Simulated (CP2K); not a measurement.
Two runs for the C K edge of butanone. Run A: CP2K XAS_TDP, all-electron GAPW, PBEh(45%), aug-cc-pVDZ, TDA, no relativity. Run B differs in one setting.

First lines with a strength over 0.0015. A:

```tsv
atom	energy (eV)	states	strength, one atom
C1 (bonded to C and 3 H)	283.62	1	0.0029
	283.92	1	0.0134
	284.65	1	0.0198
	284.74	1	0.0136
	285.04	1	0.0076
C2 (bonded to 2 C and 2 H)	284.14	1	0.0098
	284.78	1	0.0193
	285.02	1	0.0026
	285.37	1	0.0038
	285.88	1	0.0069
C3 (bonded to 2 C and O)	281.88	1	0.0717
	288.18	1	0.0056
	288.45	1	0.0026
	288.75	1	0.0019
	289.21	1	0.0031
C4 (bonded to C and 3 H)	283.84	1	0.0064
	284.65	1	0.0207
	284.85	1	0.0191
	285.32	1	0.0031
	285.75	1	0.0069
```

B:

```tsv
atom	energy (eV)	states	strength, one atom
C1 (bonded to C and 3 H)	289.93	1	0.0028
	290.23	1	0.0131
	290.96	1	0.0194
	291.05	1	0.0133
	291.35	1	0.0075
C2 (bonded to 2 C and 2 H)	290.27	1	0.0096
	290.91	1	0.0189
	291.15	1	0.0026
	291.50	1	0.0037
	292.01	1	0.0067
C3 (bonded to 2 C and O)	288.46	1	0.0701
	294.76	1	0.0055
	295.04	1	0.0025
	295.33	1	0.0018
	295.79	1	0.0030
C4 (bonded to C and 3 H)	290.26	1	0.0063
	291.06	1	0.0202
	291.26	1	0.0186
	291.73	1	0.0030
	292.16	1	0.0068
```

Question: Which was it: the functional, scalar relativity switched on, the basis, GW2X switched on?

GW2X switched on. GW2X shifts an atom's lines together and keeps their spacings. Against PBEh(45%) in aug-cc-pVDZ, the leading lines move by +6.31 eV (C1, to 290.23), +6.13 eV (C2, to 290.27), +6.58 eV (C3, to 288.46) and +6.41 eV (C4, to 291.06).

[Banner, clock and machine lines of the logs are left out without a mark of their own.]

[Logs are printed without paths, hosts, clocks, repeated set-up lines and the standing remarks that a program may print on its own settings, such as how far it seeks lower states.]

[Hosts, paths, dates, database ids (printed as entryN), source tags and the programs' standing remarks are cut or masked in the printed files.]
